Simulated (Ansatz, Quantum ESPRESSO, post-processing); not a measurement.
# Y2CF2 MXene, 1 layer in an electric field, part 2 of 2

How does Y2CF2 MXene, 1 layer respond to a gate-like field without added charge?

Quantum ESPRESSO 7.5; plane-wave DFT, PBE, GBRV ultrasoft pseudopotentials; geometry and cross-check by Ansatz 0.2.0 with PAW datasets.

So far. Step 13 (Band structure: field 0.3 V/Å): Along this path the valence top lies at Γ and the conduction bottom at M. Step 14 (Density by pp.x): The density integrates to 40.000 electrons, as the 40 of the input ask.

**17. Polarisability from the dipole between 0 and 0.1 V/A (continued)**

Change of the potential energy, second field less first against z:

```csv
z (Å),"change of the potential energy, second field less first (eV)"
0.0,-0.417
0.5,-0.785
1.0,-0.735
1.5,-0.685
2.0,-0.635
2.5,-0.585
3.0,-0.535
3.5,-0.485
4.0,-0.435
4.5,-0.385
5.0,-0.335
5.5,-0.285
6.0,-0.236
6.5,-0.186
7.0,-0.139
7.5,-0.0960
8.0,-0.0629
8.5,-0.0388
9.0,-0.0219
9.5,-0.00945
10.0,-0.00268
10.5,-6.0e-4
11.0,6.6e-5
11.5,6.7e-4
12.0,0.00326
12.5,0.0111
13.0,0.0242
13.5,0.0426
14.0,0.0681
14.5,0.104
15.0,0.148
15.5,0.196
16.0,0.245
16.5,0.295
17.0,0.345
17.5,0.395
18.0,0.445
18.5,0.495
19.0,0.545
19.5,0.595
20.0,0.645
20.5,0.695
21.0,0.745
21.5,0.314
```

**18. Dipole against field**

Table of dipole along the normal, dipole moment by applied field:

```csv
applied field (V/Å),"dipole along the normal, dipole moment (e·Å)"
0.000,0
0.100,0.0317
0.200,0.0635
0.300,0.0953
```

**19. The same in Ansatz: field 0.1 V/Å**

A second code with its own PAW datasets, on the same atoms.

Level of this step: plane-wave DFT, PBE, Ansatz PAW (Ansatz 0.2.0).

input.yaml reads:

```yaml
crystal:
  lattice:
    - [3.573434482, 0.0, 0.0]
    - [-1.786717241, 3.0946850402, 0.0]
    - [0.0, 0.0, 21.9048287096]
  atoms:
    - { symbol: F, position: [0.3333333333, 0.6666666667, 0.3838550759] }
    - { symbol: "Y", position: [0.6666666667, 0.3333333333, 0.4373543874] }
    - { symbol: C, position: [0.0, 0.0, 0.4999999638] }
    - { symbol: "Y", position: [0.3333333333, 0.6666666667, 0.5626455781] }
    - { symbol: F, position: [0.6666666667, 0.3333333333, 0.6161449948] }
kpoints:
  mp_grid: { grid: [12, 12, 1] }
hamiltonian:
  xc: pbe
scf:
  occupations: { method: fermi_dirac, width: 0.054 }
  convergence: { dr2_threshold: 1.0e-09 }
efield:
  axis: 3
  dipole_correction: true
  ramp_position: 0.97
  ramp_width: 0.04
  amplitude: 0.1
output:
  write_potential: true
  write_density: true
  volumetric_format: npy
```

Started as:

```
$ ansatz run input.yaml --threads 4 --pin off --max-ram 8192MiB --backend cpu --events-out ev --progress --plain --runs-dir out
```

It took 7.2 s on 4 threads of Arm Neoverse V1, shared host; peak memory 0.48 GiB.

Read from the output:

- free energy: -9571.4447 eV
- Fermi energy: 0.7758 eV
- gap by band count: 1.138 eV
- dipole along the normal: 0.03179 e·Å

At 0.1 V/Å Ansatz's dipole is 0.0318 e Å against 0.0317 from pw.x.

**20. The same in Ansatz: field -0.1 V/Å**

input.yaml is the input of step 19 with these lines changed:

```diff
@@ -23,3 +23,3 @@
   ramp_width: 0.04
-  amplitude: 0.1
+  amplitude: -0.1
 output:
```

The job ended after 6.7 s (4 threads; peak memory 0.48 GiB).

This step gave:

- Fermi energy: 0.7424 eV
- dipole along the normal: -0.03179 e·Å

**21. Dipole against field, Ansatz**

Dipole along the normal, dipole moment against applied field:

```csv
applied field (V/Å),"dipole along the normal, dipole moment (e·Å)"
-0.1000,-0.0318
0.0000,3.0e-5
0.1000,0.0318
```

**22. Self-consistent run, with ecutwfc = 20, ecutrho = 160 and eopreg = 0.01**

A sensitivity test on the input.

Level of this step: plane-wave DFT, PBE, GBRV ultrasoft pseudopotentials (Quantum ESPRESSO 7.5).

f1.w0.in reads:

```
&control
  prefix = 'f1.w0'
  outdir = './out'
  pseudo_dir = './pseudo'
  calculation = 'scf'
  tprnfor = .true.
  tefield = .true.
  dipfield = .true.
/
&system
  ibrav = 0
  nat = 5
  ntyp = 3
  ecutwfc = 20
  ecutrho = 160
  occupations = 'smearing'
  smearing = 'fd'
  degauss = 0.004
  edir = 3
  emaxpos = 0.97
  eopreg = 0.01
  eamp = 0.00194469
/
&electrons
  conv_thr = 1e-09
  mixing_beta = 0.4
  electron_maxstep = 120
  mixing_mode = 'plain'
/
ATOMIC_SPECIES
  F   18.9984  f_pbe_v1.4.uspp.F.UPF
  Y   88.9058  y_pbe_v1.4.uspp.F.UPF
  C   12.0110  c_pbe_v1.2.uspp.F.UPF
CELL_PARAMETERS angstrom
  3.57343448201826 0.00000000000000 0.00000000000000
  -1.78671724100913 3.09468504018710 -0.00000000000000
  0.00000000000000 0.00000000000000 21.90482870960000
ATOMIC_POSITIONS crystal
  F   0.333333333333 0.666666666667 0.383855075935
  Y   0.666666666667 0.333333333333 0.437354387368
  C   -0.000000000000 0.000000000000 0.499999963789
  Y   0.333333333333 0.666666666667 0.562645578140
  F   0.666666666667 0.333333333333 0.616144994769
K_POINTS automatic
  12 12 1 0 0 0
```

Started as:

```
$ OMP_NUM_THREADS=1 mpirun -n 4 pw.x -nk 4 -in f1.w0.in > f1.w0.out
```

Elapsed: 27 s, on 4 MPI ranks; peak memory 0.53 GiB; 1.8 min of CPU time.

The changed values were drawn from a wide range, not chosen for quality; the comparison shows what they did here together.

Beside the run it was changed from:

```csv
quantity,this run,unchanged run,difference
dipole along the normal (e·Å),0.03254,0.03175,7.9e-4
free energy (eV),-4003.352,-4012.627,9.3
wall time (s),27,92,
SCF iterations,14,10,
```

The free energy moves by +1.9e+03 meV an atom.

This run starts from superposed atoms, the unchanged one from a saved density, so their iteration counts don't compare.

The physical values in this table move by up to 2.5 %.

**23. The arithmetic**

α = Δp/E = (0.03175 − (0.00000)) e Å / 0.1 V/Å = 0.3175 e Å²/V; times e/(4πε₀) = 14.40 V Å this is 4.572 Å³. With A = 11.059 Å², 4πα/A = 5.195 Å.

**24. Outcome**

```
polarisability along the normal, a cell    : 4.57 Å³
sheet polarisability 4πα/A                 : 5.20 Å
dipole without a field                     : 0 e·Å
Kohn-Sham ionisation potential, upper face : 4.29 eV
gap along the path at 0 V/Å                : 1.14 eV
gap along the path at 0.2 V/Å              : 1.14 eV
gap along the path at 0.3 V/Å              : 1.14 eV
```

The sheet answers a field with a polarisability of 4.57 Å³ a cell, or 4πα/A = 5.20 Å (PBE, GBRV ultrasoft). In pw.x the dipole follows the field linearly over the range tried. A perfect conductor 5.20 Å thick would screen alike; the outer atoms lie 5.09 Å apart. At 0.1 V/Å the sheet takes 0.520 eV off the potential drop. At 0.2 V/Å the gap along the path is unchanged within 0.01 eV. Quantum ESPRESSO and Ansatz give 4.572 and 4.578 Å³ for the polarisability (pw.x from 0 and 0.1 V/Å, Ansatz from ±0.1 V/Å), which agree. The ions stay at their zero-field places, so this is the electrons' response alone. Semilocal gaps are too small, and in strong fields empty levels can belong to the vacuum. Spin-orbit coupling is left out; depending on the atoms that carry the levels of interest, it can split and shift them by tens to hundreds of meV.

[Logs are printed without paths, hosts, clocks, repeated set-up lines and the standing remarks that a program may print on its own settings, such as how far it seeks lower states.]

[Hosts, paths, dates, database ids (printed as entryN), source tags and the programs' standing remarks are cut or masked in the printed files.]

[Maps of the electrostatic potential energy from Ansatz leave out the sawtooth potential of an applied field or a dipole correction, so their vacuum need not be flat; planar profiles and work functions include it.]
